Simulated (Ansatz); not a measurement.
# Lu2SeSF2: complex band structure, part 3 of 4

Wanted: the relaxed cell of Lu2SeSF2, its band edges and its decay constants. It is built by putting Se for part of the S in the LuSF structure of space group R-3m, with the volume rescaled by atomic radii. The parent structure comes from the Materials Project.

Ansatz 0.2.0; LDA DFT, plane waves, PAW files (the session's first sound run).

So far, gap on the k-mesh (eV): step 3 (the bulk crystal and its band edges) 1.52; step 4 (complex bands, plane (101)) 1.52.

The structure was built from a prototype and need not be the compound's stable phase.

### Step 5. Complex bands, plane (001)

Level of this step: LDA DFT, plane waves, PAW files; complex bands by layer matching along the plane's normal (Ansatz).

The same for the (001) plane, at (0, 0), (-0.5, 0) and (0.5, 0) (two of them one point), to see how the decay depends on direction.

The input, input.yaml:

```yaml
crystal:
  lattice:
    - [3.859790713, 0.0, 0.0]
    - [1.929895356, 3.342676811, 0.0]
    - [1.929895356, -1.114225604, 8.391554343]
  atoms:
    - { symbol: Lu, position: [0.008286419, 0.9958567905, 0.9875703715] }
    - { symbol: Lu, position: [0.996559791, 0.5017201045, 0.5051603135] }
    - { symbol: Se, position: [0.2163135286, 0.3918432357, 0.1755297071] }
    - { symbol: S, position: [0.7858611146, 0.6070694427, 0.8212083281] }
    - { symbol: F, position: [0.6344687712, 0.1827656144, 0.5482968432] }
    - { symbol: F, position: [0.3585103756, 0.8207448122, 0.4622344366] }
kpoints:
  mp_grid: { grid: [8, 8, 8] }
scf:
  occupations: { method: fixed }
hamiltonian:
  xc: lda
output:
  eigenvalues: true
  transmission:
    leads: [[0, 0]]
    kpoints: [[0.0, 0.0], [-0.5, 0.0], [0.5, 0.0]]
    e_range: [-1.0, 2.52]
    de: 0.07
```

Started as:

```sh
> ansatz run input.yaml --threads 2 --pin off --max-ram 4096MiB --backend cpu --events-out ev --progress --plain --runs-dir out
```

Numbers of over 12 decimals in the logs are rounded to 6 here.

Log:

```text
[...]
Crystal: 6 atoms, lattice volume = 108.268 Å³
Basis set: ecut = 420 eV, 2165 PW (Γ)
Bands: 52, of which v1, the nominal top of the filled ones, is band 43 counted from 1 (42 counted from 0)
Symmetry: 6 space group operations
[...]
k-points: 65 of 512 (time reversal used)
[...]
SCF iter   1: F=—  HF=-36838.041120 eV  |F-HF|=—  |Δ(HF+E_count)|=         —  Δρ=1.35e-2  dr2=1.55e-1  ethr=1.77e-3  ⟨swp⟩=5.3  Hψ=12205  notcnv=0  defer=380
[...]
SCF iter   9: F=-36837.992516 eV  HF=-36837.992516 eV  |F-HF|=3.93e-8  |Δ(HF+E_count)|=   5.48e-8  Δρ=8.15e-6  dr2=8.26e-8  ethr=1.16e-10  ⟨swp⟩=12.3  Hψ=21621  notcnv=0
SCF 1 converged in 9 iterations: F = -36837.992516 eV  dr2 = 8.26e-8
[...]
transmission: 13 of 39 steps passed
transmission: 26 of 39 steps passed
transmission: 39 of 39 steps passed
SCF converged after 9 iterations
Free energy (F): -36837.992516 eV
[...]
Internal energy: -36837.992516 eV  (E = F + TS)
E sigma→0 (E₀):  -36837.992516 eV
Fermi energy:    10.524915 eV
[...]
--- Band table (eV; the first three rows and the last of 65) ---
  k-point 0: bands = [... 39 lower, 8.2960, 9.5826, 10.5249, 10.5249, 13.2125, 13.5365, 13.5365, 14.2603, ... 5 higher]
  k-point 1: bands = [... 39 lower, 8.3038, 9.4089, 10.4972, 10.4972, 13.3353, 13.5638, 13.5638, 14.3787, ... 5 higher]
  k-point 2: bands = [... 39 lower, 8.3232, 8.9946, 10.4319, 10.4319, 13.5809, 13.6191, 13.6191, 14.5496, ... 5 higher]
  k-point 64: bands = [... 39 lower, 7.6103, 8.1101, 8.5694, 8.8330, 13.2539, 14.3414, 14.3693, 14.8404, ... 5 higher]
--- Transmission ---
  basis      : 121 plane waves across, 13 finite elements along
  points     : 3, as listed
[...]
crystal 0  : S1Lu2Se1F2, at the sites [0, 0], period 8.3916 Å: whole cells are its period
[...]
channels       : 0.000000e0 a spin
[...]
slowest decay  : 0.2006 /Å at (0.0000, 0.0000)
```

It took 34 s on 2 threads of Intel Xeon Platinum 8488C (Sapphire Rapids), shared host; peak memory 0.6 GiB; 52 s of CPU time.

This step gave:

| Quantity | Value |
| --- | --- |
| decay constant at the filling level, zone centre | 0.2006 Å⁻¹ |
| decay constant at the filling level, slowest listed point | 0.2006 Å⁻¹ |

K parallel (0, 0); values up to 1.5 1/Å, a degenerate pair printed once or twice; energies at which all values exceed this have no row. Im kz of the slowest decaying states against energy, zero at the highest filled level on the SCF mesh:

```
energy (eV)  decay 1 (Å⁻¹)  decay 2 (Å⁻¹)  decay 3 (Å⁻¹)  decay 4 (Å⁻¹)
    -1.0000          0.359          0.841           1.15           1.26
    -0.7200         0.0984          0.320          0.820           1.14
    -0.5100          0.132          0.270          0.803           1.13
    -0.2300          0.120          0.161          0.778           1.12
    -0.0200          0.175          0.759           1.11           1.17
     0.2600          0.189          0.229          0.732           1.10
     0.4700          0.196          0.277          0.710           1.09
     0.7500          0.201          0.310          0.679           1.08
     1.0300          0.201          0.326          0.646           1.06
     1.2400          0.199          0.331          0.619           1.03
     1.5200          0.192          0.329          0.580           1.00
     1.7300          0.183          0.324          0.549          0.973
     2.0100          0.166          0.309          0.503          0.933
     2.2200          0.146          0.293          0.465          0.900
     2.5000          0.101          0.260          0.408          0.849
```

K parallel (-0.5, 0); values up to 1.5 1/Å, a degenerate pair printed once or twice; energies at which all values exceed this have no row. The Im kz of the slowest decaying states by energy, zero at the highest filled level on the SCF mesh:

```
energy (eV)  decay 1 (Å⁻¹)  decay 2 (Å⁻¹)  decay 3 (Å⁻¹)  decay 4 (Å⁻¹)
      -1.00          0.283          0.657           1.10              -
      -0.86          0.184          0.303          0.665           1.07
      -0.65          0.313          0.322          0.680           1.03
      -0.44          0.331          0.372          0.700          0.977
      -0.30          0.333          0.399          0.715          0.935
      -0.16          0.332          0.419          0.731          0.892
      -0.02          0.329          0.435          0.662          0.826
       0.05          0.327          0.441          0.638          0.836
       0.26          0.317          0.457          0.596          0.794
       0.40          0.308          0.464          0.577          0.772
       0.54          0.297          0.469          0.560          0.753
       0.75          0.275          0.474          0.539          0.727
       0.96          0.246          0.476          0.520          0.703
       1.10          0.221          0.475          0.508          0.687
       1.24          0.188          0.473          0.496          0.672
       1.45          0.103          0.468          0.478          0.649
       1.66          0.460          0.461          0.625          0.991
       1.80          0.447          0.454          0.609          0.988
       1.94         0.0536          0.433          0.446          0.592
       2.15          0.161          0.412          0.432          0.566
       2.36          0.207          0.388          0.415          0.538
       2.50          0.228          0.371          0.401          0.518
```

K parallel (0.5, 0); values up to 1.5 1/Å, a degenerate pair printed once or twice; energies at which all values exceed this have no row. Im kz of the slowest decaying states against energy, zero at the highest filled level on the SCF mesh:

```csv
energy (eV),decay 1 (Å⁻¹),decay 2 (Å⁻¹),decay 3 (Å⁻¹),decay 4 (Å⁻¹)
-1.00,0.283,0.657,1.10,-
-0.86,0.184,0.303,0.665,1.07
-0.72,0.283,0.317,0.675,1.05
-0.58,0.326,0.336,0.686,1.01
-0.44,0.331,0.372,0.700,0.977
-0.30,0.333,0.399,0.715,0.935
-0.16,0.332,0.419,0.731,0.892
-0.02,0.329,0.435,0.662,0.826
0.12,0.324,0.447,0.622,0.820
0.26,0.317,0.457,0.596,0.794
0.40,0.308,0.464,0.577,0.772
0.54,0.297,0.469,0.560,0.753
0.68,0.283,0.473,0.546,0.736
0.82,0.267,0.475,0.533,0.719
0.96,0.246,0.476,0.520,0.703
1.10,0.221,0.475,0.508,0.687
1.24,0.188,0.473,0.496,0.672
1.38,0.140,0.470,0.484,0.656
1.52,0.0255,0.466,0.472,0.641
1.66,0.460,0.461,0.625,0.991
1.80,0.447,0.454,0.609,0.988
1.94,0.0536,0.433,0.446,0.592
2.08,0.138,0.419,0.437,0.574
2.22,0.179,0.404,0.427,0.557
2.36,0.207,0.388,0.415,0.538
2.50,0.228,0.371,0.401,0.518
```

At the listed wavevectors the last open channel is at -0.02 eV and the next at +1.59 eV on the grid. At +0.75 eV, the grid energy nearest the filling level (the middle of the gap on the SCF mesh), the slowest state at the listed wavevectors decays with κ = 0.201 Å⁻¹, its amplitude falling by e over 5.0 Å; the first such run, plane (101), gave 0.175 Å⁻¹.

### Step 6. Band edges at another level, cutoff 1500 eV

This step: LDA DFT, plane waves, JTH PAW files (Ansatz 0.2.0).

The edges again with JTH files, at the same atoms. Against that run the cutoff is 1500 eV against 420.

The input, input.yaml:

```yaml
crystal:
  lattice:
    - [1.9298953564, 1.1142256035, 8.3915543432]
    - [-1.9298953564, 1.1142256035, 8.3915543432]
    - [0.0, -2.228451207, 8.3915543432]
  atoms:
    - { symbol: Lu, position: [0.0041432095, 0.0041432095, 0.0041432095] }
    - { symbol: Lu, position: [0.4982798955, 0.4982798955, 0.4982798955] }
    - { symbol: Se, position: [0.6081567643, 0.6081567643, 0.6081567643] }
    - { symbol: S, position: [0.3929305573, 0.3929305573, 0.3929305573] }
    - { symbol: F, position: [0.8172343856, 0.8172343856, 0.8172343856] }
    - { symbol: F, position: [0.1792551878, 0.1792551878, 0.1792551878] }
kpoints:
  mp_grid: { grid: [8, 8, 8] }
  band_path: { path: [VBM, CBM], npoints: 30 }
scf:
  occupations: { method: fixed }
hamiltonian:
  xc: lda
  pseudopotentials: { kind: paw, source: jth }
output:
  eigenvalues: true
```

Log:

```text
Warning: <dir> the checks of this Lu dataset prove no rule for summing its radial tables, as where they were carried onto another mesh than they were made on, and Gregory's rule is taken, under which a leading mesh point left out moves its sums only by what lay on the interval it spanned. That does not make them correct, and they differ from Quantum ESPRESSO's on this file; a re-export a fraction of a mesh step off can move them. hamiltonian.pseudopotentials.radial_quadrature: simpson_from_first_knot sums it by `pw.x`'s rule; on a PAW file no value gives `pw.x`'s numbers. What more to know: hamiltonian.pseudopotentials.radial_quadrature, in the input reference
Warning: <dir> the checks of this Se dataset prove no rule for summing its radial tables, as where they were carried onto another mesh than they were made on, and Gregory's rule is taken, under which a leading mesh point left out moves its sums only by what lay on the interval it spanned. That does not make them correct, and they differ from Quantum ESPRESSO's on this file; a re-export a fraction of a mesh step off can move them. hamiltonian.pseudopotentials.radial_quadrature: simpson_from_first_knot sums it by `pw.x`'s rule; on a PAW file no value gives `pw.x`'s numbers. What more to know: hamiltonian.pseudopotentials.radial_quadrature, in the input reference
Warning: <dir> the checks of this S dataset prove no rule for summing its radial tables, as where they were carried onto another mesh than they were made on, and Gregory's rule is taken, under which a leading mesh point left out moves its sums only by what lay on the interval it spanned. That does not make them correct, and they differ from Quantum ESPRESSO's on this file; a re-export a fraction of a mesh step off can move them. hamiltonian.pseudopotentials.radial_quadrature: simpson_from_first_knot sums it by `pw.x`'s rule; on a PAW file no value gives `pw.x`'s numbers. What more to know: hamiltonian.pseudopotentials.radial_quadrature, in the input reference
Warning: <dir> the checks of this F dataset prove no rule for summing its radial tables, as where they were carried onto another mesh than they were made on, and Gregory's rule is taken, under which a leading mesh point left out moves its sums only by what lay on the interval it spanned. That does not make them correct, and they differ from Quantum ESPRESSO's on this file; a re-export a fraction of a mesh step off can move them. hamiltonian.pseudopotentials.radial_quadrature: simpson_from_first_knot sums it by `pw.x`'s rule; on a PAW file no value gives `pw.x`'s numbers. What more to know: hamiltonian.pseudopotentials.radial_quadrature, in the input reference
[...]
Crystal: 6 atoms, lattice volume = 108.268 Å³
Basis set: ecut = 1500 eV, 14267 PW (Γ), FFT grids on a1−a3, a2−a3, a3
Bands: 46, of which v1, the nominal top of the filled ones, is band 38 counted from 1 (37 counted from 0)
Symmetry: 6 space group operations
[...]
k-points: 65 of 512 (time reversal used)
[...]
SCF iter   1: F=—  HF=-33904.185581 eV  |F-HF|=—  |Δ(HF+E_count)|=         —  Δρ=4.90e-1  dr2=7.04e2  ethr=3.10e-3  ⟨swp⟩=8.8  Hψ=16219  notcnv=0  defer=375
[...]
SCF iter  16: F=-33873.125170 eV  HF=-33873.125170 eV  |F-HF|=5.95e-8  |Δ(HF+E_count)|=   2.82e-8  Δρ=5.08e-6  dr2=2.38e-8  ethr=1.32e-10  ⟨swp⟩=21.2  Hψ=18705  notcnv=0
SCF 1 converged in 16 iterations: F = -33873.125170 eV  dr2 = 2.38e-8
[...]
SCF converged after 16 iterations
Free energy (F): -33873.125170 eV
[...]
Internal energy: -33873.125170 eV  (E = F + TS)
E sigma→0 (E₀):  -33873.125170 eV
Fermi energy:    11.565947 eV
[...]
--- Band table (eV; the first three rows and the last of 65) ---
  k-point 0: bands = [... 34 lower, 9.2654, 10.6257, 11.5659, 11.5659, 14.1843, 14.5096, 14.5096, 15.2164, ... 4 higher]
  k-point 1: bands = [... 34 lower, 9.3253, 10.5956, 10.8159, 11.2921, 14.1888, 14.5297, 14.7135, 15.3157, ... 4 higher]
  k-point 2: bands = [... 34 lower, 9.4310, 9.4460, 10.5171, 10.8259, 13.8233, 14.7915, 14.9886, 15.6532, ... 4 higher]
  k-point 64: bands = [... 34 lower, 9.3257, 9.3334, 11.3668, 11.3668, 14.6565, 14.6565, 14.8643, 15.8283, ... 4 higher]
```

It took 3.5 min on 2 threads; peak memory 1.8 GiB.

This step gave:

```yaml
free_energy: -33873.1252 eV
fermi_energy: 11.57 eV
gap_on_the_k_mesh: 1.452 eV
gap_on_path: 1.452 eV, by band count; negative where bands overlap
direct_gap_on_path: 2.440 eV
```

Electronic bands along the path, in eV, zero at the Fermi level (highest filled level under fixed occupations); v1 is the highest filled band, c1 the lowest empty one:

```csv
point,v4,v3,v2,v1,c1,c2,c3,c4
VBM,-2.30,-0.94,0.00,0.00,2.62,2.94,2.94,3.65
halfway,-2.16,-2.16,-1.06,-0.70,2.03,3.53,3.63,4.16
CBM,-2.87,-2.19,-1.60,-0.99,1.45,3.62,3.70,4.91
```

The searched edges give 1.45 eV, as on the mesh.

For the gap on the k-mesh, step 3 gave 1.52 eV; this run, with LDA JTH and cutoff 1500 eV, gives 1.45 eV.

(Continued in part 4 of 4.)

[Logs are printed without paths, hosts, clocks, repeated set-up lines and the standing remarks that a program may print on its own settings, such as how far it seeks lower states.]

[Hosts, paths, dates, database ids (printed as entryN), source tags and the programs' standing remarks are cut or masked in the printed files.]
